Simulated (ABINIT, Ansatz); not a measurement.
## Lattice dynamics of Osmium (P6_3/mmc) in two programs

Aim: the phonon dispersion of Osmium (P6_3/mmc), checked by a second program.

Method: DFT PBE, scalar-relativistic, plane waves, PseudoDojo norm-conserving pseudopotentials, in ABINIT 10.8.3.

This is a report of a sequence of runs, with most program output left out.

## (1) Starting point

It takes space group P6_3/mmc (No. 194, hexagonal). Conventional cell: a = 2.734 Å, b = 2.734 Å, c = 4.320 Å, α = 90.00°, β = 90.00°, γ = 120.00°. Os has 12 Os at 2.68 to 2.73 Å nearest.

As a file:

```cif
data_structure
_symmetry_space_group_name_H-M 'P6_3/mmc'
_symmetry_Int_Tables_number 194
_cell_length_a 2.7341
_cell_length_b 2.7341
_cell_length_c 4.3197
_cell_angle_alpha 90.000
_cell_angle_beta 90.000
_cell_angle_gamma 120.000
_cell_volume 27.96
loop_
_atom_site_label
_atom_site_type_symbol
_atom_site_symmetry_multiplicity
_atom_site_Wyckoff_symbol
_atom_site_fract_x
_atom_site_fract_y
_atom_site_fract_z
_atom_site_occupancy
Os1 Os 2 c 0.33333 0.66667 0.25000 1
```

## (2) A probe with smearing

A first run with smearing and empty bands tells whether the crystal has a gap, which decides between fixed occupations and smearing later on.

Input file probe.abi:

```
# ground state
tolvrs 1.0d-08
prtden 1
prtwf 1

# basis, mesh and filling
ecut 33.0
ngkpt 9 9 4
nshiftk 1
shiftk 0.0 0.0 0.0
istwfk *1
occopt 7
tsmear 0.005
nband 24
nstep 100
diemac 9.0
prtebands 0
prtgsr 0

# cell and atoms
acell 5.166700197 5.166700197 8.163049941
rprim 
    1.0 0.0 0.0
    -0.5 0.8660254038 0.0
    0.0 0.0 1.0
ntypat 1
znucl 76
natom 2
typat 1 1
xred 
    1/3 2/3 0.25
    2/3 1/3 0.75
pp_dirpath "./pseudo"
pseudos "Os.upf"
```

Run with:

```
> OMP_NUM_THREADS=1 mpirun -n 16 abinit probe.abi > probe.log
```

The job ended after 4.5 s (16 MPI ranks of Arm Neoverse V2, shared host; 69 s of CPU time).

Read from the output:

```
volume per atom   : 13.98 Å³
pressure          : 7.408 GPa
gap on the k-mesh : 0 eV
```

No gap opens on this mesh, so smearing is kept; the printed pressure holds the stress of the finite basis too.

## (3) Relaxing the cell and atoms

The harmonic expansion needs vanishing forces, and a free crystal bears no stress, so cell and atoms are brought to rest. Stress is more sensitive to the basis than forces are: the last 3 Ha under the cutoff are smoothed with ecutsm, and the cutoff is raised above that of the later runs.

Input file relax.abi:

```
# relaxation
ionmov 2
optcell 2
dilatmx 1.08
ntime 40
tolmxf 1.0d-05
tolvrs 1.0d-14
prtwf 0
prtden 0
chksymtnons 0

# basis, mesh and filling
ecut 41.0
ecutsm 3.0
ngkpt 12 12 6
nshiftk 1
shiftk 0.0 0.0 0.0
istwfk *1
occopt 7
tsmear 0.01
nband 24
nstep 100
diemac 1000000.0
prtebands 0
prtgsr 0

# cell and atoms
acell 5.166700197 5.166700197 8.163049941
rprim 
    1.0 0.0 0.0
    -0.5 0.8660254038 0.0
    0.0 0.0 1.0
ntypat 1
znucl 76
natom 2
typat 1 1
xred 
    1/3 2/3 0.25
    2/3 1/3 0.75
pp_dirpath "./pseudo"
pseudos "Os.upf"
```

Run with:

```
> OMP_NUM_THREADS=1 mpirun -n 16 abinit relax.abi > relax.log
```

Wall time 62 s (16 MPI ranks).

Step by step:

```csv
step,energy less that of the first step (eV),largest force (eV/Å),volume (Å³)
1,0.0000,0.0000,27.96
2,-0.0132,0.0000,28.68
3,-0.0142,0.0000,28.53
4,-0.0142,0.0000,28.52
5,-0.0142,0.0000,28.52
6,-0.0142,0.0000,28.52
```

```csv
"conventional cell, symmetrised",before,after,change
a (Å),2.734,2.751,+0.6 %
b (Å),2.734,2.751,+0.6 %
c (Å),4.320,4.352,+0.7 %
volume (Å³/atom),13.98,14.26,+2.0 %
```

The relaxed structure:

```xyz
2
Lattice="2.7510 0.0000 0.0000 -1.3755 2.3824 0.0000 0.0000 0.0000 4.3520" Properties=species:S:1:pos:R:3 pbc="T T T"
Os    0.0000    1.5883    1.0880
Os    1.3755    0.7941    3.2640
```

This step gave:

```yaml
volume_per_atom: 14.26 Å³
pressure: 2.14e-5 GPa
```

The volume changes by +2.0 % in this run and stands +2.0 % from the first cell.

## (4) Ground state

First-order wavefunctions inherit every error of the ground state, hence the very tight tolvrs. Smearing stays on, as the first look found no gap above 0.3 eV.

Input file gs.abi:

```
# ground state
tolvrs 1.0d-16
prtden 1
prtwf 1

# basis, mesh and filling
ecut 33.0
ngkpt 12 12 6
nshiftk 1
shiftk 0.0 0.0 0.0
istwfk *1
occopt 7
tsmear 0.01
nband 24
nstep 100
diemac 1000000.0
prtebands 0
prtgsr 0

# cell and atoms
acell 5.198624083 5.198624083 8.224008283
rprim 
    1.0 0.0 0.0
    -0.5 0.8660254038 0.0
    0.0 0.0 1.0
ntypat 1
znucl 76
natom 2
typat 1 1
xred 
    1/3 2/3 0.25
    2/3 1/3 0.75
pp_dirpath "./pseudo"
pseudos "Os.upf"
```

Run with:

```
> OMP_NUM_THREADS=1 mpirun -n 16 abinit gs.abi > gs.log
```

It took 9.2 s on 16 MPI ranks; 2.4 min of CPU time.

Numbers from this step:

* pressure: -0.6888 GPa

The cell stands at -0.69 GPa: the relaxation ran with a smoothed and higher cutoff, and the difference is a stress of the finite basis.

## (5) Linear response at Γ

At q = 0 one unit cell holds all displacements. The response is solved for single atoms along the cell's directions, and symmetry skips those that follow from others. The crystal is treated as a metal, which screens a static field, so no field response is asked.

Input file dfpt_gamma.abi:

```

# common to the responses
getwfk_filepath "gso_WFK"
kptopt 2
nqpt 1
qpt 0.0 0.0 0.0
asr 0
chneut 0

# displacements
rfphon 1
rfatpol 1 2
rfdir 1 1 1
tolvrs 1.0d-10
prtwf 0
prtpot 1

# basis, mesh and filling
ecut 33.0
ngkpt 12 12 6
nshiftk 1
shiftk 0.0 0.0 0.0
istwfk *1
occopt 7
tsmear 0.01
nband 24
nstep 100
diemac 1000000.0
prtebands 0
prtgsr 0

# cell and atoms
acell 5.198624083 5.198624083 8.224008283
rprim 
    1.0 0.0 0.0
    -0.5 0.8660254038 0.0
    0.0 0.0 1.0
ntypat 1
znucl 76
natom 2
typat 1 1
xred 
    1/3 2/3 0.25
    2/3 1/3 0.75
pp_dirpath "./pseudo"
pseudos "Os.upf"
```

Run with:

```
> OMP_NUM_THREADS=1 mpirun -n 16 abinit dfpt_gamma.abi > dfpt_gamma.log
```

Elapsed: 43 s, on 16 MPI ranks; 11 min of CPU time.

This step gave:

* largest acoustic frequency at the zone centre before the sum rule: -3.94 cm⁻¹
* highest optical zone-centre mode (no LO-TO term): 214.5 cm⁻¹
* lowest optical zone-centre mode: 155.3 cm⁻¹

The acoustic modes at Γ come out as far as 3.9 cm⁻¹ from zero, where they should vanish, a small numerical error.

## (6) Linear response on the mesh

Linear response treats each wavevector of the 3×3×2 mesh in the unit cell; the first-order potentials are kept for the electron-phonon matrix elements.

Input file dfpt_q.abi:

```
ndtset 5

# wavevectors
qpt1 0.3333333333 0.0 0.0
qpt2 0.3333333333 0.3333333333 0.0
qpt3 0.0 0.0 0.5
qpt4 0.3333333333 0.0 0.5
qpt5 0.3333333333 0.3333333333 0.5

# displacements
getwfk_filepath "gso_WFK"
getwfq_filepath "gso_WFK"
kptopt 3
nqpt 1
rfphon 1
rfatpol 1 2
rfdir 1 1 1
tolvrs 1.0d-10
prtwf 0
prtpot 1

# basis, mesh and filling
ecut 33.0
ngkpt 12 12 6
nshiftk 1
shiftk 0.0 0.0 0.0
istwfk *1
occopt 7
tsmear 0.01
nband 24
nstep 100
diemac 1000000.0
prtebands 0
prtgsr 0

# cell and atoms
acell 5.198624083 5.198624083 8.224008283
rprim 
    1.0 0.0 0.0
    -0.5 0.8660254038 0.0
    0.0 0.0 1.0
ntypat 1
znucl 76
natom 2
typat 1 1
xred 
    1/3 2/3 0.25
    2/3 1/3 0.75
pp_dirpath "./pseudo"
pseudos "Os.upf"
```

Run with:

```
> OMP_NUM_THREADS=1 mpirun -n 16 abinit dfpt_q.abi > dfpt_q.log
```

Run time: 15 min. Hardware: 16 MPI ranks.

This step gave:

- lowest mode on the q mesh (acoustic ones at the zone centre apart): 110.0 cm⁻¹

Frequencies (cm⁻¹) before the sum rule at the irreducible wavevectors but Γ, which is solved apart; negative means imaginary. Frequencies by wavevector:

```csv
q (fractions),star,mode 1,mode 2,mode 3,mode 4,mode 5,mode 6
0.3333 0 0,6,110,127.3,164.7,178.1,179.1,192.4
0.3333 0.3333 0,2,139.8,139.8,170.2,174,174,218.1
0 0 0.5,1,112.6,112.6,112.6,112.6,171.3,171.3
0.3333 0 0.5,6,134.6,134.6,155.1,155.1,212.3,212.3
0.3333 0.3333 0.5,2,148,148,190.1,190.1,198,198
```

## (7) Interpolated phonon bands

anaddb transforms the dynamical matrices to force constants and back along the path; points of the mesh come back as solved, but for the sum rule and, in polar crystals, the LO-TO term at Γ; the rest is interpolation.

Input file anaddb.abi:

```
ddb_filepath "all_DDB"
output_file "anaddb.abo"
outdata_prefix "anaddb"
ifcflag 1
ngqpt 3 3 2
nqshft 1
q1shft 0.0 0.0 0.0
asr 1
chneut 0
dipdip 0
dipquad 0
quadquad 0
enunit 0
eivec 0
nph1l 93
qph1l 
    0.0 0.0 0.0 1.0
    0.05 0.0 0.0 1.0
    0.1 0.0 0.0 1.0
    0.15 0.0 0.0 1.0
    0.2 0.0 0.0 1.0
    0.25 0.0 0.0 1.0
    0.3 0.0 0.0 1.0
    0.35 0.0 0.0 1.0
    0.4 0.0 0.0 1.0
    0.45 0.0 0.0 1.0
    0.5 0.0 0.0 1.0
    0.48333333 0.03333333 0.0 1.0
    0.46666667 0.06666667 0.0 1.0
    0.45 0.1 0.0 1.0
    0.43333333 0.13333333 0.0 1.0
    0.41666667 0.16666667 0.0 1.0
    0.4 0.2 0.0 1.0
    0.38333333 0.23333333 0.0 1.0
    0.36666667 0.26666667 0.0 1.0
    0.35 0.3 0.0 1.0
    0.33333333 0.33333333 0.0 1.0
    0.3 0.3 0.0 1.0
    0.26666667 0.26666667 0.0 1.0
    0.23333333 0.23333333 0.0 1.0
    0.2 0.2 0.0 1.0
    0.16666667 0.16666667 0.0 1.0
    0.13333333 0.13333333 0.0 1.0
    0.1 0.1 0.0 1.0
    0.06666667 0.06666667 0.0 1.0
    0.03333333 0.03333333 0.0 1.0
    0.0 0.0 0.0 1.0
    0.0 0.0 0.05 1.0
    0.0 0.0 0.1 1.0
    0.0 0.0 0.15 1.0
    0.0 0.0 0.2 1.0
    0.0 0.0 0.25 1.0
    0.0 0.0 0.3 1.0
    0.0 0.0 0.35 1.0
    0.0 0.0 0.4 1.0
    0.0 0.0 0.45 1.0
    0.0 0.0 0.5 1.0
    0.05 0.0 0.5 1.0
    0.1 0.0 0.5 1.0
    0.15 0.0 0.5 1.0
    0.2 0.0 0.5 1.0
    0.25 0.0 0.5 1.0
    0.3 0.0 0.5 1.0
    0.35 0.0 0.5 1.0
    0.4 0.0 0.5 1.0
    0.45 0.0 0.5 1.0
    0.5 0.0 0.5 1.0
    0.48333333 0.03333333 0.5 1.0
    0.46666667 0.06666667 0.5 1.0
    0.45 0.1 0.5 1.0
    0.43333333 0.13333333 0.5 1.0
    0.41666667 0.16666667 0.5 1.0
    0.4 0.2 0.5 1.0
    0.38333333 0.23333333 0.5 1.0
    0.36666667 0.26666667 0.5 1.0
    0.35 0.3 0.5 1.0
    0.33333333 0.33333333 0.5 1.0
    0.3 0.3 0.5 1.0
    0.26666667 0.26666667 0.5 1.0
    0.23333333 0.23333333 0.5 1.0
    0.2 0.2 0.5 1.0
    0.16666667 0.16666667 0.5 1.0
    0.13333333 0.13333333 0.5 1.0
    0.1 0.1 0.5 1.0
    0.06666667 0.06666667 0.5 1.0
    0.03333333 0.03333333 0.5 1.0
    0.0 0.0 0.5 1.0
    0.5 0.0 0.5 1.0
    0.5 0.0 0.45 1.0
    0.5 0.0 0.4 1.0
    0.5 0.0 0.35 1.0
    0.5 0.0 0.3 1.0
    0.5 0.0 0.25 1.0
    0.5 0.0 0.2 1.0
    0.5 0.0 0.15 1.0
    0.5 0.0 0.1 1.0
    0.5 0.0 0.05 1.0
    0.5 0.0 0.0 1.0
    0.33333333 0.33333333 0.5 1.0
    0.33333333 0.33333333 0.45 1.0
    0.33333333 0.33333333 0.4 1.0
    0.33333333 0.33333333 0.35 1.0
    0.33333333 0.33333333 0.3 1.0
    0.33333333 0.33333333 0.25 1.0
    0.33333333 0.33333333 0.2 1.0
    0.33333333 0.33333333 0.15 1.0
    0.33333333 0.33333333 0.1 1.0
    0.33333333 0.33333333 0.05 1.0
    0.33333333 0.33333333 0.0 1.0
```

Input file mrgddb.in:

```
all_DDB
merged
6
dfpt_gammao_DDB
dfpt_qo_DS1_DDB
dfpt_qo_DS2_DDB
dfpt_qo_DS3_DDB
dfpt_qo_DS4_DDB
dfpt_qo_DS5_DDB
```

Run with:

```
> mrgddb < mrgddb.in > mrgddb.log
> OMP_NUM_THREADS=1 anaddb anaddb.abi > anaddb.log
```

The job ended after 0.53 s (1 thread).

This step gave:

| Item | Value |
| --- | --- |
| lowest frequency on the path | 0 cm⁻¹ |

Anaddb. The phonon branches at the labelled points (cm⁻¹):

```csv
point,branch 1,branch 2,branch 3,branch 4,branch 5,branch 6
Γ,0,0,0,155,155,214
halfway,91,108,149,172,180,182
M,124,139,149,184,200,208
halfway,139,142,145,178,192,213
K,140,140,170,174,174,218
halfway,107,118,157,173,182,182
Γ,0,0,0,155,155,214
halfway,62,62,100,145,145,206
A,113,113,113,113,171,171
halfway,126,126,145,145,202,202
L,145,145,163,163,221,221
halfway,146,146,173,173,213,213
H,148,148,190,190,198,198
halfway,129,129,153,153,205,205
A,113,113,113,113,171,171
jump to L,145,145,163,163,221,221
halfway,138,142,147,179,210,214
M,124,139,149,184,200,208
jump to H,148,148,190,190,198,198
halfway,147,147,179,180,180,213
K,140,140,170,174,174,218
```

All branches are real along the path.

## (8) Sums over the zone

Sums over the zone need many more wavevectors than were solved, so the interpolation is sampled on a dense mesh.

Input file anaddb.abi:

```
ddb_filepath "all_DDB"
output_file "anaddb.abo"
outdata_prefix "anaddb"
ifcflag 1
ngqpt 3 3 2
nqshft 1
q1shft 0.0 0.0 0.0
asr 1
chneut 0
dipdip 0
dipquad 0
quadquad 0
prtdos 2
ng2qpt 19 19 10
dosdeltae 4.5563e-06
ntemper 11
temperinc 100.0
tempermin 0.0
```

Run with:

```
> OMP_NUM_THREADS=1 anaddb anaddb.abi > anaddb.log
```

Run time: 0.64 s. Hardware: 1 thread.

Read from the output:

```
share of modes beyond 3i cm⁻¹ on the dense interpolated mesh : 0
zero-point energy per atom                                   : 29.92 meV
heat capacity at 300 K                                       : 23.69 J/(mol atoms K)
vibrational entropy at 300 K                                 : 32.77 J/(mol atoms K)
```

The phonon density of states has structure finer than the step of the table below, so its rows give means over 10 cm⁻¹, whole bins alone (the curve runs from -30 to 248 cm⁻¹). Peaks (cm⁻¹: height): 145.0: 0.136, 178.0: 0.0751, 210.0: 0.0873.

Tetrahedra. Phonon density of states against wavenumber; means over each step:

wavenumber (cm⁻¹), phonon density of states (1/cm⁻¹/cell) and a bar:
```
        0      0.000 
       10      0.000 
       20      0.000 
       30      0.001 
       40      0.001 
       50      0.002 #
       60      0.003 #
       70      0.004 #
       80      0.006 ##
       90      0.008 ###
      100      0.011 ####
      110      0.017 ######
      120      0.025 ########
      130      0.041 ##############
      140      0.089 ##############################
      150      0.076 ##########################
      160      0.046 ################
      170      0.051 #################
      180      0.049 #################
      190      0.033 ###########
      200      0.056 ###################
      210      0.070 ########################
      220      0.012 ####
      230      0.000
```

Harmonic thermodynamic functions per atom, summed over the density of states scaled to three modes an atom; melting is ignored. Thermodynamic functions:

```csv
T (K),F_vib (meV/atom),S (J/mol-atom/K),C_V (J/mol-atom/K)
0,29.92,0,0
50,29.68,2.023,6.015
100,26.7,9.765,16.23
200,9.04,23.42,22.25
300,-20.35,32.77,23.69
400,-58.05,39.67,24.23
500,-102.1,45.11,24.48
600,-151.2,49.58,24.62
700,-204.6,53.39,24.71
800,-261.7,56.69,24.76
900,-322,59.61,24.8
1000,-385.2,62.22,24.83
```

At 300 K the heat capacity has reached 95 % of the Dulong-Petit value.

## (9) A second program

A second program on the same cell, potentials, cutoff and meshes tests the implementation of the phonon response, not its convergence.

This step: DFT PBE, scalar-relativistic, plane waves, PseudoDojo norm-conserving pseudopotentials (Ansatz 0.2.0).

Input file input.yaml:

```yaml
crystal:
  lattice:
    - [2.7509933925, 0.0, 0.0]
    - [-1.3754966963, 2.3824301636, 0.0]
    - [0.0, 0.0, 4.3519577656]
  atoms:
    - { symbol: Os, position: [0.3333333333, 0.6666666667, 0.25] }
    - { symbol: Os, position: [0.6666666667, 0.3333333333, 0.75] }
kpoints:
  mp_grid: { grid: [12, 12, 6] }
hamiltonian:
  xc: pbe
  pseudopotentials: { kind: nc, accuracy: standard }
scf:
  occupations: { method: gaussian, width: 0.27211 }
output:
  eigenvalues: true
basis:
  ecutwfc: 897.976
phonons:
  method: dfpt
  qmesh: [3, 3, 2]
  temperatures: { t_max: 1000, t_step: 50 }
  qpath:
    path:
      - [[0.0, 0.0, 0.0], [0.5, 0.0, 0.0], [0.33333333, 0.33333333, 0.0], [0.0, 0.0, 0.0], [0.0, 0.0, 0.5], [0.5, 0.0, 0.5], [0.33333333, 0.33333333, 0.5], [0.0, 0.0, 0.5]]
      - [[0.5, 0.0, 0.5], [0.5, 0.0, 0.0]]
      - [[0.33333333, 0.33333333, 0.5], [0.33333333, 0.33333333, 0.0]]
    npoints: 10
  electrical_resistivity: { temperatures: [77, 300], mesh: [24, 24, 12] }
```

Run with:

```
> ansatz run input.yaml --threads 16 --pin off --max-ram 32768MiB --backend cpu --events-out ev --progress --plain --runs-dir out
```

Run time: 2.3 min. Hardware: 16 threads; peak memory 2 GiB; 34 min of CPU time.

This step gave:

```
sum-rule residual before enforcement                               : 7.63e-4 eV/Å²
mean frequency                                                     : 160.9 cm⁻¹
Debye temperature (second moment)                                  : 306 K
logarithmic mean frequency                                         : 156.2 cm⁻¹
lowest optical zone-centre mode                                    : 155.4 cm⁻¹
lowest mode on the q mesh (acoustic ones at the zone centre apart) : 110 cm⁻¹
zero-point energy per atom                                         : 29.91 meV
vibrational entropy at 300 K                                       : 32.78 J/(mol atoms K)
```

## (10) Side by side: ABINIT PseudoDojo and Ansatz, PseudoDojo

Numbers from this step:

- root-mean-square difference: 0.03 cm⁻¹
- largest difference: 0.05 cm⁻¹
- root-mean-square difference on the path: 0 cm⁻¹
- largest difference on the path: 0.1 cm⁻¹

The interpolated bands of the two lie on top of each other.

At the solved wavevectors the largest difference (acoustic modes at Γ apart) is 0.02 % of the highest mode.

## (11) Results

```yaml
space_group_after_relaxation: P6_3/mmc
volume_per_atom: 14.3 Å³
highest_optical_zone_centre_mode_no_lo_to_term: 214.5 cm⁻¹
lowest_optical_zone_centre_mode: 155.3 cm⁻¹
q_mesh: 3×3×2
lowest_mode_on_the_q_mesh_acoustic_ones_at_the_zone_centre_apart: 110.0 cm⁻¹
zero_point_energy_per_atom: 29.9 meV
heat_capacity_at_300_k: 23.7 J/(mol atoms K)
vibrational_entropy_at_300_k: 32.8 J/(mol atoms K)
imaginary_modes_on_the_q_mesh: none
largest_difference_from_ansatz_pseudodojo: 0.05 cm⁻¹
```

**Reading.** Osmium (P6_3/mmc) is dynamically stable on the 3×3×2 mesh; its spectrum reaches 221 cm⁻¹. At the PBE level the optical modes of Osmium (P6_3/mmc) at the zone centre run from 155 to 214 cm⁻¹. Along axes with an odd number of divisions the mesh misses the zone-boundary points at one half, where instabilities often lie; those are only interpolated. The base run prints -0.69 GPa, mostly the error of a finite basis; the relaxation, with a smoothed and higher cutoff, had brought the cell to rest. ABINIT PseudoDojo and Ansatz, PseudoDojo agree to 0.05 cm⁻¹ (0.02 % of the highest mode compared) on all solved modes but the acoustic ones at Γ. These are harmonic frequencies at zero temperature: anharmonic shifts and linewidths and thermal expansion are left out. Spin-orbit coupling is left out, which can matter for the heavy elements here. In a metal the frequencies hang on the k mesh and the smearing, most of all near Kohn anomalies. Ansatz warns that the cutoff lies 11 % under the one recommended for these files; agreement at one cutoff is not convergence. Electron-phonon sums were run after this but are left out, since no second program bore their λ out within 30 %; a λ that a log prints is not taken as a result. The q mesh stands for a supercell only 8.3 Å across, so branches between the solved wavevectors are rough.

[Host names and launcher messages were left out of these logs when they were recorded.]

[Logs are printed without paths, hosts, clocks, repeated set-up lines and the standing remarks that a program may print on its own settings, such as how far it seeks lower states.]

[Hosts, paths, dates, database ids (printed as entryN), source tags and the programs' standing remarks are cut or masked in the printed files.]
